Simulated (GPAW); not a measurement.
# Ga2O3 (R-3c): G0W0 with GPAW, start to end

How does a plane-wave GW calculation on Ga2O3 (R-3c) run from the first input to the gap?

Main program and level: GPAW 26.7.0; PBE and many-body steps on it, plane waves.

**What was measured.**

- Gap 5.3 eV: direct optical gap from Tauc plot, upper end of the 5.1-5.3 eV range over the samples; UV-visible transmission; film (mist-CVD epitaxial films grown with different carrier gases) on Al2O3 (0001) (“Influence of Carrier Gases on the Quality of Epitaxial Corundum-Structured α-Ga2O3 Films Grown by Mist Chemical Vapor Deposition Method”, 2019, pmc:6888560).

- Gap 5.2 eV: optical gap from Tauc plot assuming direct gap; largest value, film grown at 250 C; UV-vis transmittance/reflectance, Tauc plot; film on c-plane sapphire (“Low temperature growth and optical properties of alpha-Ga2O3 deposited on sapphire by plasma enhanced atomic layer deposition”, 2019, arxiv:1908.06914).

- Gap 5.62 ± 0.02 eV: lowest direct band-to-band transition E0, E parallel to c (M1-type CP); abstract instead prints 5.44 eV, which Table III gives as the exciton energy; generalized spectroscopic ellipsometry, critical-point model; 300 K; film (51.8 nm PAMBE film, fully lattice-relaxed) on m-plane Al2O3 (“Anisotropic dielectric functions, band-to-band transitions, and critical points in alpha-Ga2O3”, 2021, arxiv:2101.06595).

- Gap 5.15 eV: optical gap from Tauc plot assuming direct gap; lower end of the 5.15-5.20 eV range for alpha-phase films; UV-vis transmittance/reflectance, Tauc plot; film on c-plane sapphire (“Low temperature growth and optical properties of alpha-Ga2O3 deposited on sapphire by plasma enhanced atomic layer deposition”, 2019, arxiv:1908.06914).

- Gap 5.04 eV: direct optical gap from Tauc plot; UV-vis transmittance, Tauc plot; film on Al2O3 (“Ti Alloyed α-Ga2O3: Route towards Wide Band Gap Engineering”, 2020, pmc:7766553).

This is a selection; 1 further report is not listed.

## 1. Starting point

The structure is trigonal, space group R-3c (No. 167). Conventional cell: a = 4.997 Å, b = 4.997 Å, c = 13.451 Å, α = 90.00°, β = 90.00°, γ = 120.00°. Ga has 6 O at 1.93 to 2.08 Å nearest. Nearest to O lie 4 Ga at 1.93 to 2.08 Å. Farther neighbours and most contacts between anions are not listed.

The cell and positions are those that the Materials Project relaxed with its own functionals (PBE, PBE+U or r2SCAN), kept fixed. This is not the form that Ga2O3 usually takes at ambient conditions.

## 2. Ground state

This step: GPAW 26.7.0; DFT, PBE, plane waves, PAW.

The ground-state density comes first.

Input file run.py:

```python
import json
import numpy as np
from gpaw.mpi import world
from ase import Atoms
from gpaw import GPAW, PW, FermiDirac

atoms = Atoms(['Ga', 'Ga', 'Ga', 'Ga', 'O', 'O', 'O', 'O', 'O', 'O'],
    cell=[[2.4986991939, 1.4426246522, 4.4835497685],
      [-2.4986991939, 1.4426246522, 4.4835497685],
      [0.0000000000, -2.8852493044, 4.4835497685]],
    scaled_positions=[[0.8555855800, 0.8555855800, 0.8555855800],
      [0.6444144200, 0.6444144200, 0.6444144200],
      [0.1444144200, 0.1444144200, 0.1444144200],
      [0.3555855800, 0.3555855800, 0.3555855800],
      [0.7500000000, 0.4468328200, 0.0531671800],
      [0.4468328200, 0.0531671800, 0.7500000000],
      [0.0531671800, 0.7500000000, 0.4468328200],
      [0.2500000000, 0.5531671800, 0.9468328200],
      [0.9468328200, 0.2500000000, 0.5531671800],
      [0.5531671800, 0.9468328200, 0.2500000000]],
    pbc=(True, True, True))
calc = GPAW(mode=PW(600),
    xc='PBE',
    kpts={'size': (6, 6, 6), 'gamma': True},
    occupations=FermiDirac(0.001),
    nbands=-11,
    convergence={'density': 1e-6, 'bands': -3},
    maxiter=100,
    txt='gs.txt')
atoms.calc = calc
res = {'energy': atoms.get_potential_energy()}
kpts = calc.get_ibz_k_points()
res['kpts'] = kpts
res['eigenvalues'] = [calc.get_eigenvalues(kpt=k) for k in range(len(kpts))]
res['n_electrons'] = calc.get_number_of_electrons()
calc.write('gs.gpw')

if world.rank == 0:
    with open('result.json', 'w') as f:
        json.dump(res, f, default=lambda x: x.tolist())
```

Command:

```
$ mpirun -n 4 gpaw python run.py
```

Numbers of over 12 decimals in the logs are rounded to 6 here.

The log of the run:

```text
__  _  _
 | _ |_)|_||  |
 |__||  | ||/\| - 26.7.0

Input parameters:
  mode=PW(ecut=600.0),
  convergence={'density': 1e-06, 'bands': -3},
  kpts=MonkhorstPack(size=(6, 6, 6), gamma=True),
  maxiter=100,
  nbands=-11,
  occupations=Occupations(name='fermi-dirac', width=0.001, fixmagmom=False),
  xc=XC(name='PBE')
  [... matrices ...]
Diagonalizing LCAO Hamiltonian
Converting LCAO to pw mode

            Ga

          O Ga
                O
         O
               O
        O
            GaO

            Ga

Atoms  # Å, Bohr magnetons
|   | symbol |         x |         y |         z |    initial magnetic moments |
| 0 |     Ga |  0.000000 |  0.000000 | 11.508182 | ( 0.0000,  0.0000,  0.0000) |
| 1 |     Ga | -0.000000 |  0.000000 |  8.667792 | ( 0.0000,  0.0000,  0.0000) |
| 2 |     Ga | -0.000000 |  0.000000 |  1.942468 | ( 0.0000,  0.0000,  0.0000) |
| 3 |     Ga |  0.000000 | -0.000000 |  4.782857 | ( 0.0000,  0.0000,  0.0000) |
| 4 |      O |  0.757524 |  1.573180 |  5.604437 | ( 0.0000,  0.0000,  0.0000) |
| 5 |      O |  0.983652 | -1.442625 |  5.604437 | ( 0.0000,  0.0000,  0.0000) |
| 6 |      O | -1.741176 | -0.130555 |  5.604437 | ( 0.0000,  0.0000,  0.0000) |
| 7 |      O | -0.757524 | -1.573180 |  7.846212 | ( 0.0000,  0.0000,  0.0000) |
| 8 |      O |  1.741176 |  0.130555 |  7.846212 | ( 0.0000,  0.0000,  0.0000) |
| 9 |      O | -0.983652 |  1.442625 |  7.846212 | ( 0.0000,  0.0000,  0.0000) |

Unit cell  # Å
| periodic |         x |         y |        z |  lengths |    angles |
|      yes |  2.498699 |  1.442625 | 4.483550 | 5.331687 | 55.893505 |
|      yes | -2.498699 |  1.442625 | 4.483550 | 5.331687 | 55.893505 |
|      yes |  0.000000 | -2.885249 | 4.483550 | 5.331687 | 55.893505 |

Number of symmetries: 6
Symmetry operations  # r_c * U_cc + t_c -> r_c
|   | kind |            matrix            |
| 0 |  E   |  1, 0, 0,  0, 1, 0,  0, 0, 1 |
| 1 |  C3  |  0, 1, 0,  0, 0, 1,  1, 0, 0 |
| 2 |  C3  |  0, 0, 1,  1, 0, 0,  0, 1, 0 |
| 3 |  S6  |  0, 0,-1, -1, 0, 0,  0,-1, 0 |
| 4 |  S6  |  0,-1, 0,  0, 0,-1, -1, 0, 0 |
| 5 |  i   | -1, 0, 0,  0,-1, 0,  0, 0,-1 |

BZ-sampling:
  Number of BZ points: 216
  Number of IBZ points: 40

  Monkhorst-Pack size: [6, 6, 6]
  Monkhorst-Pack shift: [0.083333, 0.083333, 0.083333]

K-points  # in reciprocal-cell coordinates
|     |                                coordinates |     weight |
|   0 | (  0.00000000,   0.00000000,   0.00000000) | 0.00462963 |
|   1 | (  0.16666667,   0.00000000,  -0.16666667) | 0.02777778 |
|   2 | (  0.16666667,   0.00000000,   0.00000000) | 0.02777778 |
|   3 | (  0.16666667,   0.16666667,  -0.16666667) | 0.02777778 |
|   4 | (  0.16666667,   0.16666667,   0.00000000) | 0.02777778 |
|   5 | (  0.16666667,   0.16666667,   0.16666667) | 0.00925926 |
|   6 | (  0.33333333,  -0.16666667,  -0.33333333) | 0.02777778 |
|   7 | (  0.33333333,  -0.16666667,  -0.16666667) | 0.02777778 |
|   8 | (  0.33333333,  -0.16666667,   0.00000000) | 0.02777778 |
|   9 | (  0.33333333,  -0.16666667,   0.16666667) | 0.02777778 |
| ... |                                            |            |
|  39 | (  0.50000000,   0.50000000,   0.50000000) | 0.00462963 |

Plane wave coefficients: 3262
Cutoff: 600.0 eV

Spin-components: 1 (collinear spins)
Bands:           35
Projectors:      50
Spin-degeneracy: 2
Datatype:        complex128

  Storage: CPU
  Wave functions: 72_822_400 bytes (18_205_600 per core)
  Projectors: 60_338_560 bytes (15_084_640 per core)
  [... matrices ...]
Parallelization:
  kpt:    4
  domain: 1
  band:   1

Density:
  Valence electrons: 48.0
  Components: 1
  Grid points: [32 32 32]
  Charge: 0.0  # |e|

Potential:
  Grid points: [32 32 32]

species:
  Ga:
    name:    Gallium
    Z:       31.0
    valence: 3
    core:    28
    charge:  0.0  # [|e|]
    compensation charges:
      type: gauss
      rc: 0.37  # [Å]
      lmax: 2
    cutoffs:
      filter: 2.06  # [Å]
      core: 4.17  # [Å]
    projectors
    | kind |    occ | energy [eV] | rcut [Å] |
    |   4s |  2.000 |      -8.945 |    1.164 |
    |   4p |  1.000 |      -2.580 |    1.164 |
    |    s |        |      18.266 |    1.164 |
    |    p |        |      24.631 |    1.164 |
    |    d |        |       0.000 |    1.164 |

    Using partial waves for Ga as LCAO basis

  O:
    name:    Oxygen
    Z:       8.0
    valence: 6
    core:    2
    charge:  0.0  # [|e|]
    compensation charges:
      type: gauss
      rc: 0.21  # [Å]
      lmax: 2
    cutoffs:
      filter: 1.17  # [Å]
      core: 0.83  # [Å]
    projectors
    | kind |    occ | energy [eV] | rcut [Å] |
    |   2s |  2.000 |     -23.961 |    0.688 |
    |   2p |  4.000 |      -9.029 |    0.598 |
    |    s |        |       3.251 |    0.688 |
    |    p |        |      18.182 |    0.598 |
    |    d |        |       0.000 |    0.619 |

    Using partial waves for O as LCAO basis

Reference energy: -223783.799923  # eV

eigensolver:
  PPCG
  Converge bands: -3
  niter=2

density mixing:
  MSR1-Mixer
  Pratt-step length: 0.05
  Maximum mixing coefficient: 0.75
  Old densities: 10
  SVD Regularization: 0.005
  Good broyden scale: 1.0
  Trust region scale: 1.0
  Backstep threshold: 4.0
  History deletion threshold: 6.0
  Fourier metric: weight=20.0, sigma=0.015

occupation numbers:
  Fermi-Dirac:
    width: 0.0010  # eV

poisson solver:
  ecut: 4800.0  # eV

xc functional:
  name: PBE with 2 nearest neighbor stencil

Initialization done in: 6.299 s

convergence criteria:
- Maximum integral of absolute [dens]ity change: 1e-06 electrons / valence electron
- Maximum [total energy] change in last 3 cyles: 0.0005 eV / valence electron
- Maximum integral of absolute [eigenst]ate change: 4e-08 eV^2 / valence electron
maximum number of iterations: 100

SCF iterations
|iter     |     time |      energy | eigst |  dens |
|iter:   1|  |  -68.299938 | +0.28 |       |
|iter:   2|  |  -66.183239 | -1.02 | -0.68 |
|iter:   3|  |  -60.234120 | -0.38 | -0.74 |
|iter:   4|  |  -60.237656 | -1.97 | -1.35 |
|iter:   5|  |  -60.246828c| -2.39 | -1.64 |
|iter:   6|  |  -60.247264c| -2.83 | -2.68 |
|iter:   7|  |  -60.247312c| -3.34 | -3.24 |
|iter:   8|  |  -60.247312c| -3.48 | -4.24 |
|iter:   9|  |  -60.247312c| -3.94 | -4.78 |
|iter:  10|  |  -60.247312c| -4.12 | -5.61 |
|iter:  11|  |  -60.247312c| -4.49 | -6.18c|
|iter:  12|  |  -60.247312c| -4.70 | -6.78c|
|iter:  13|  |  -60.247312c| -5.20 | -7.49c|
|iter:  14|  |  -60.247312c| -5.30 | -8.06c|
|iter:  15|  |  -60.247312c| -5.89 | -8.67c|
|iter:  16|  |  -60.247312c| -6.14 | -9.55c|
|iter:  17|  |  -60.247312c| -6.56 |-10.05c|
|iter:  18|  |  -60.247312c| -6.97 |-10.82c|
|iter:  19|  |  -60.247312c| -7.23 |-10.98c|
|iter:  20|  |  -60.247312c| -7.52c|-11.49c|

Converged in 20 steps
SCF loop duration: 42.924 s (2.146 s/step)
Energy contributions relative to reference atoms: (reference = -223783.799923)
  [... matrices ...]
Energy contributions:
  Kinetic:         129.749234
  Coulomb:        -112.988070
  Zero:              1.311150
  External:          0.000000
  Xc:              -78.319626
  Entropy:          -0.000000
  Spinorbit:         0.000000
  ----------------------------
  Free energy:     -60.247312
  Extrapolated:    -60.247312

dipole moment: (0.000000, -0.000000, -0.000385)  # |e|*Ang

Fermi level: 5.700
Eigenvalues  # (at kpt = [0.000, 0.000, 0.000])
| band index |      eig [eV] | occ [0-2] |
|          0 |       -13.254 |     2.000 |
|        ... |               |           |
|         16 |         4.618 |     2.000 |
|         17 |         5.087 |     2.000 |
|         18 |         5.087 |     2.000 |
|         19 |         5.300 |     2.000 |
|         20 |         5.300 |     2.000 |
|         21 |         5.387 |     2.000 |
|         22 |         5.442 |     2.000 |
|         23 |         5.442 |     2.000 |
|         24 |         8.469 |     0.000 |
[...]
|         28 |        15.831 |     0.000 |
|         29 |        15.831 |     0.000 |
|         30 |        15.959 |     0.000 |
|         31 |        16.647 |     0.000 |
|        ... |               |           |
|         34 |        18.039 |     0.000 |

Gap: 2.799 eV
Transition (v -> c):
  (s=0, k=1, n=23, [0.17, 0.00, -0.17]) -> (s=0, k=0, n=24, [0.00, 0.00, 0.00])
Direct/indirect transitions are different
Direct gap: 3.027 eV
Transition at: (s=0, k=0, n=23, [0.00, 0.00, 0.00])
# Writing to gs.gpw (mode='')
  [... matrices ...]
```

Wall time 51 s (4 MPI ranks of Intel Xeon Platinum 8488C (Sapphire Rapids), shared host); peak memory 0.98 GiB.

Numbers from this step:

| Property | Result |
| --- | --- |
| total energy | -60.2473 eV |
| gap | 2.799 eV |
| k of the valence top | 0.1667, 0, -0.1667 |
| k of the conduction bottom | 0, 0, 0 |
| least direct gap | 3.027 eV |

The gap is indirect, with the least direct gap 0.23 eV higher.

## 3. Bands along the symmetry lines

Levels along a band path, at the cheap level, show where the edges lie and whether the meshes to come will hold them.

Input file run.py:

```python
import json
import numpy as np
from gpaw.mpi import world
from gpaw import GPAW

path = [[0.000000, 0.000000, 0.000000],
    [0.062500, 0.062500, 0.062500],
    [0.125000, 0.125000, 0.125000],
    [0.187500, 0.187500, 0.187500],
    [0.250000, 0.250000, 0.250000],
    [0.312500, 0.312500, 0.312500],
    [0.375000, 0.375000, 0.375000],
    [0.437500, 0.437500, 0.437500],
    [0.500000, 0.500000, 0.500000],
    [0.533039, 0.466961, 0.500000],
    [0.566078, 0.433922, 0.500000],
    [0.599118, 0.400882, 0.500000],
    [0.632157, 0.367843, 0.500000],
    [0.665196, 0.334804, 0.500000],
    [0.698235, 0.301765, 0.500000],
    [0.731275, 0.268725, 0.500000],
    [0.764314, 0.235686, 0.500000],
    [0.500000, -0.235686, 0.235686],
    [0.500000, -0.206225, 0.206225],
    [0.500000, -0.176765, 0.176765],
    [0.500000, -0.147304, 0.147304],
    [0.500000, -0.117843, 0.117843],
    [0.500000, -0.088382, 0.088382],
    [0.500000, -0.058922, 0.058922],
    [0.500000, -0.029461, 0.029461],
    [0.500000, 0.000000, 0.000000],
    [0.437500, 0.000000, 0.000000],
    [0.375000, 0.000000, 0.000000],
    [0.312500, 0.000000, 0.000000],
    [0.250000, 0.000000, 0.000000],
    [0.187500, 0.000000, 0.000000],
    [0.125000, 0.000000, 0.000000],
    [0.062500, 0.000000, 0.000000],
    [0.000000, 0.000000, 0.000000],
    [0.045980, -0.045980, 0.000000],
    [0.091961, -0.091961, 0.000000],
    [0.137941, -0.137941, 0.000000],
    [0.183922, -0.183922, 0.000000],
    [0.229902, -0.229902, 0.000000],
    [0.275882, -0.275882, 0.000000],
    [0.321863, -0.321863, 0.000000],
    [0.367843, -0.367843, 0.000000],
    [0.632157, 0.000000, 0.367843],
    [0.615637, 0.000000, 0.384363],
    [0.599118, 0.000000, 0.400882],
    [0.582598, 0.000000, 0.417402],
    [0.566078, 0.000000, 0.433922],
    [0.549559, 0.000000, 0.450441],
    [0.533039, 0.000000, 0.466961],
    [0.516520, 0.000000, 0.483480],
    [0.500000, 0.000000, 0.500000],
    [0.437500, 0.000000, 0.437500],
    [0.375000, 0.000000, 0.375000],
    [0.312500, 0.000000, 0.312500],
    [0.250000, 0.000000, 0.250000],
    [0.187500, 0.000000, 0.187500],
    [0.125000, 0.000000, 0.125000],
    [0.062500, 0.000000, 0.062500],
    [0.000000, 0.000000, 0.000000]]
calc = GPAW('gs.gpw').fixed_density(kpts=path,
    symmetry='off',
    nbands=34,
    convergence={'bands': 30},
    txt='bands.txt')
res = {}
kpts = calc.get_ibz_k_points()
res['kpts'] = kpts
res['eigenvalues'] = [calc.get_eigenvalues(kpt=k) for k in range(len(kpts))]
res['n_electrons'] = calc.get_number_of_electrons()

if world.rank == 0:
    with open('result.json', 'w') as f:
        json.dump(res, f, default=lambda x: x.tolist())
```

Command:

```
$ mpirun -n 4 gpaw python run.py
```

The log of the run:

```text
Diagonalizing LCAO Hamiltonian
Converting LCAO to pw mode
convergence criteria:
- Maximum integral of absolute [eigenst]ate change: 4e-08 eV^2 / valence electron
maximum number of iterations: 100

SCF iterations
|iter     |     time |      energy | eigst |  dens |
|iter:   1|  |             | +0.27 |       |
|iter:   2|  |             | -1.35 |       |
|iter:   3|  |             | -2.39 |       |
[...]
|iter:  11|  |             | -6.82 |       |
|iter:  12|  |             | -7.19 |       |
|iter:  13|  |             | -7.59c|       |
SCF steps: 13
  __  _  _
 | _ |_)|_||  |
 |__||  | ||/\| - 26.7.0

Input parameters:
  mode=PW(ecut=600.0),
  convergence={'bands': 30},
  gpts=array([32, 32, 32]),
  kpts=KPoints(kpts=array([[ 0.      ,  0.      ,  0.      ],
         [ 0.0625  ,  0.0625  ,  0.0625  ],
         [ 0.125   ,  0.125   ,  0.125   ],
         [ 0.1875  ,  0.1875  ,  0.1875  ],
[...]
[ 0.533039,  0.466961,  0.5     ],
         [ 0.566078,  0.433922,  0.5     ],
         [ 0.599118,  0.400882,  0.5     ],
[...]
[ 0.5     , -0.235686,  0.235686],
         [ 0.5     , -0.206225,  0.206225],
         [ 0.5     , -0.176765,  0.176765],
[...]
[ 0.5     , -0.058922,  0.058922],
         [ 0.5     , -0.029461,  0.029461],
[...]
[ 0.321863, -0.321863,  0.      ],
         [ 0.367843, -0.367843,  0.      ],
         [ 0.632157,  0.      ,  0.367843],
         [ 0.615637,  0.      ,  0.384363],
         [ 0.599118,  0.      ,  0.400882],
         [ 0.582598,  0.      ,  0.417402],
         [ 0.566078,  0.      ,  0.433922],
         [ 0.549559,  0.      ,  0.450441],
         [ 0.533039,  0.      ,  0.466961],
[...]
[ 0.125   ,  0.      ,  0.125   ],
         [ 0.0625  ,  0.      ,  0.0625  ],
         [ 0.      ,  0.      ,  0.      ]])),
  maxiter=100,
  nbands=34,
  occupations=Occupations(name='fermi-dirac', width=0.001, fixmagmom=False),
  parallel={},
  symmetry=Symmetry(point_group=False, time_reversal=False),
  xc=XC(name='PBE')
```

The job ended after 36 s (4 MPI ranks; peak memory 1.1 GiB).

This step gave:

```
gap                        : 2.805 eV
k of the valence top       : 0.1839, -0.1839, 0
k of the conduction bottom : 0, 0, 0
least direct gap           : 3.027 eV
```

The gap is 2.805 eV, +0.006 eV from the run before at this level.

The electronic bands at the labelled points (eV, zero at the top of the highest filled band):

```
     point  band 21  band 22  band 23  band 24  band 25  band 26  band 27  band 28
         Γ    -0.36    -0.28    -0.22    -0.22     2.80     6.67     6.84     8.92
   halfway    -0.34    -0.34    -0.22    -0.22     4.15     6.72     6.83     8.99
         T    -0.31    -0.31    -0.31    -0.31     5.87     5.87     7.86     7.86
   halfway    -0.82    -0.82    -0.44    -0.44     6.40     6.40     7.81     7.81
        H2    -0.60    -0.60    -0.36    -0.36     6.70     6.70     7.25     7.25
jump to H0    -0.60    -0.60    -0.36    -0.36     6.70     6.70     7.25     7.25
   halfway    -0.58    -0.58    -0.25    -0.25     6.41     6.41     6.92     6.92
         L    -0.95    -0.95    -0.16    -0.16     6.41     6.41     6.74     6.74
   halfway    -0.63    -0.53    -0.18    -0.04     4.39     6.50     7.33     8.19
         Γ    -0.36    -0.28    -0.22    -0.22     2.80     6.67     6.84     8.92
   halfway    -0.66    -0.27    -0.23     0.00     4.87     6.35     7.38     7.92
        S0    -0.64    -0.54    -0.52    -0.19     6.50     6.61     7.19     7.22
jump to S2    -0.64    -0.54    -0.52    -0.19     6.50     6.61     7.19     7.22
   halfway    -0.79    -0.72    -0.35    -0.17     6.52     6.74     7.49     7.51
         F    -0.89    -0.77    -0.29    -0.16     6.55     6.75     7.59     7.72
   halfway    -0.67    -0.57    -0.26    -0.25     4.70     6.60     7.42     8.35
         Γ    -0.36    -0.28    -0.22    -0.22     2.80     6.67     6.84     8.92
```

## 4. Empty states on the mesh, 4×4×4 mesh, 455 bands

The sums over transitions need many empty states on a uniform mesh; this step solves for them.

Input file run.py:

```python
import json
import numpy as np
from gpaw.mpi import world
from gpaw import GPAW

calc = GPAW('gs.gpw').fixed_density(kpts={'size': (4, 4, 4), 'gamma': True},
    parallel={'domain': 1, 'band': 1},
    txt='nscf.txt')
calc.diagonalize_full_hamiltonian(nbands=455)
calc.write('full.gpw', mode='all')
res = {}
kpts = calc.get_ibz_k_points()
res['kpts'] = kpts
res['eigenvalues'] = [calc.get_eigenvalues(kpt=k) for k in range(len(kpts))]
res['n_electrons'] = calc.get_number_of_electrons()

if world.rank == 0:
    with open('result.json', 'w') as f:
        json.dump(res, f, default=lambda x: x.tolist())
```

Command:

```
$ mpirun -n 4 gpaw python run.py
```

The log of the run:

```text
Diagonalizing LCAO Hamiltonian
Converting LCAO to pw mode
convergence criteria:
- Maximum integral of absolute [eigenst]ate change: 4e-08 eV^2 / valence electron
maximum number of iterations: 100

SCF iterations
|iter     |     time |      energy | eigst |  dens |
|iter:   1|  |             | +0.37 |       |
|iter:   2|  |             | -1.14 |       |
|iter:   3|  |             | -1.98 |       |
[...]
|iter:  37|  |             | -7.21 |       |
|iter:  38|  |             | -7.18 |       |
|iter:  39|  |             | -7.49c|       |
SCF steps: 39
  __  _  _
 | _ |_)|_||  |
 |__||  | ||/\| - 26.7.0

Input parameters:
  mode=PW(ecut=600.0),
  convergence={'density': 1e-06, 'bands': -3},
  gpts=array([32, 32, 32]),
  kpts=MonkhorstPack(size=(4, 4, 4), gamma=True),
  maxiter=100,
  nbands=35,
  occupations=Occupations(name='fermi-dirac', width=0.001, fixmagmom=False),
  parallel={'domain': 1, 'band': 1},
  xc=XC(name='PBE')
Matrix size: 3251x3251
# Writing to full.gpw (mode='all')
  [... matrices ...]

timing:  # [seconds]
  Total: 112.624  # ━━━━━━━━━━━━━━━━━━━━━━━━━━━━━━━━━━━━━━━━━━━━━━━━━━━━━━━━━
```

It took 2.3 min on 4 MPI ranks; peak memory 4.5 GiB.

Numbers from this step:

| Quantity | Value |
| --- | --- |
| gap | 2.845 eV |
| k of the valence top | 0.25, 0, 0 |
| k of the conduction bottom | 0, 0, 0 |
| least direct gap | 3.027 eV |
| k points computed | 14 |
| lowest point of the top converged band, above the valence top | 146.2209 eV |

On this mesh the gap is 2.845 eV. The earlier step found 2.799 eV, so this mesh misses an edge.

[end of part 1 of 2]

[Paths, hosts, dates, memory and timing lines, banners, echoed tables and standing remarks are left out of the program output.]

[Logs are printed without paths, hosts, clocks, repeated set-up lines and the standing remarks that a program may print on its own settings, such as how far it seeks lower states.]

[Runs of the session that timed out or met a known fault of the program may be left out.]

[Hosts, paths, dates, database ids (printed as entryN), source tags and the programs' standing remarks are cut or masked in the printed files.]
